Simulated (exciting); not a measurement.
Consider AcClO, space group P4/nmm.

```cif
data_structure
_symmetry_space_group_name_H-M 'P 1'
_symmetry_Int_Tables_number 1
_cell_length_a 4.2500
_cell_length_b 4.2500
_cell_length_c 7.0800
_cell_angle_alpha 90.000
_cell_angle_beta 90.000
_cell_angle_gamma 90.000
_cell_volume 127.88
loop_
_atom_site_label
_atom_site_type_symbol
_atom_site_fract_x
_atom_site_fract_y
_atom_site_fract_z
_atom_site_occupancy
Ac1 Ac 0.50000 0.00000 0.82000 1
Ac2 Ac 0.00000 0.50000 0.18000 1
Cl3 Cl 0.50000 0.00000 0.36000 1
Cl4 Cl 0.00000 0.50000 0.64000 1
O5 O 0.50000 0.50000 0.00000 1
O6 O 0.00000 0.00000 0.00000 1
```

Absorber: atom 5, with 4 Ac at 2.48 Å (distorted tetrahedral, site symmetry -4m2). Method: exciting, all-electron LAPW+lo, LDA, exchange and screened direct term (singlet BSE), 3×3×2 shifted k points, 57 conduction bands, |G+q| up to 3 bohr⁻¹, full RPA screening with nempty = 91, Lorentzian half width 0.45 eV.

The database entry behind the starting cell is an old determination (1949), so it need not match the best structure at ambient conditions.

What does the O K spectrum look like, and is there a bound core exciton?

Bound core exciton? Undecided on this mesh: the first bright state (over 5 % of the brightest) lies at -0.20 eV from the Kohn–Sham onset and at -0.60 eV from the lowest bare transition of its own mesh; weaker or dark states reach down to -0.44 eV. Maxima (height): 0.5 eV (1.00), 3.7 eV (0.57), 8.8 eV (0.20), 10.8 eV (0.16) and 15.1 eV (0.16).

Energy from the Kohn–Sham onset, core level to the lowest empty state found on the meshes used; Im ε in relative units:

| E (eV) | Im ε |
| --- | --- |
| -3.5 | 0.02 |
| -3.0 | 0.03 |
| -2.5 | 0.03 |
| -2.0 | 0.05 |
| -1.5 | 0.07 |
| -1.0 | 0.11 |
| -0.5 | 0.22 |
| 0.0 | 0.52 |
| 0.5 | 0.99 |
| 1.0 | 0.68 |
| 1.5 | 0.50 |
| 2.0 | 0.48 |
| 2.5 | 0.43 |
| 3.0 | 0.43 |
| 3.5 | 0.55 |
| 4.0 | 0.54 |
| 4.5 | 0.44 |
| 5.0 | 0.41 |
| 5.5 | 0.31 |
| 6.0 | 0.24 |
| 6.5 | 0.19 |
| 7.0 | 0.18 |
| 7.5 | 0.17 |
| 8.0 | 0.19 |
| 8.5 | 0.20 |
| 9.0 | 0.19 |
| 9.5 | 0.15 |
| 10.0 | 0.13 |
| 10.5 | 0.15 |
| 11.0 | 0.15 |
| 11.5 | 0.14 |
| 12.0 | 0.12 |
| 12.5 | 0.09 |
| 13.0 | 0.09 |
| 13.5 | 0.11 |
| 14.0 | 0.12 |
| 14.5 | 0.13 |
| 15.0 | 0.16 |
| 15.5 | 0.15 |
| 16.0 | 0.14 |
| 16.5 | 0.12 |
| 17.0 | 0.11 |
| 17.5 | 0.09 |

Binding energies aren't converged on 18 k points, and fine structure above the first lines is partly noise of the mesh. The kernel cutoff is low for a compact core orbital, so the effect of exchange is a lower bound. The zero comes from the unshifted 4×4×2 ground-state mesh; it is exact only where the band minimum lies on that mesh. The Kohn–Sham onset, 503 eV, is no photon energy: the scale needs a rigid shift. No quasiparticle correction widens the gap or stretches the bands. Vibrations and energy-dependent lifetimes are left out. The structure is a published determination, not relaxed.

[Banner, clock and machine lines of the logs are left out without a mark of their own.]

[Logs are printed without paths, hosts, clocks, repeated set-up lines and the standing remarks that a program may print on its own settings, such as how far it seeks lower states.]

[Hosts, paths, dates, database ids (printed as entryN), source tags and the programs' standing remarks are cut or masked in the printed files.]
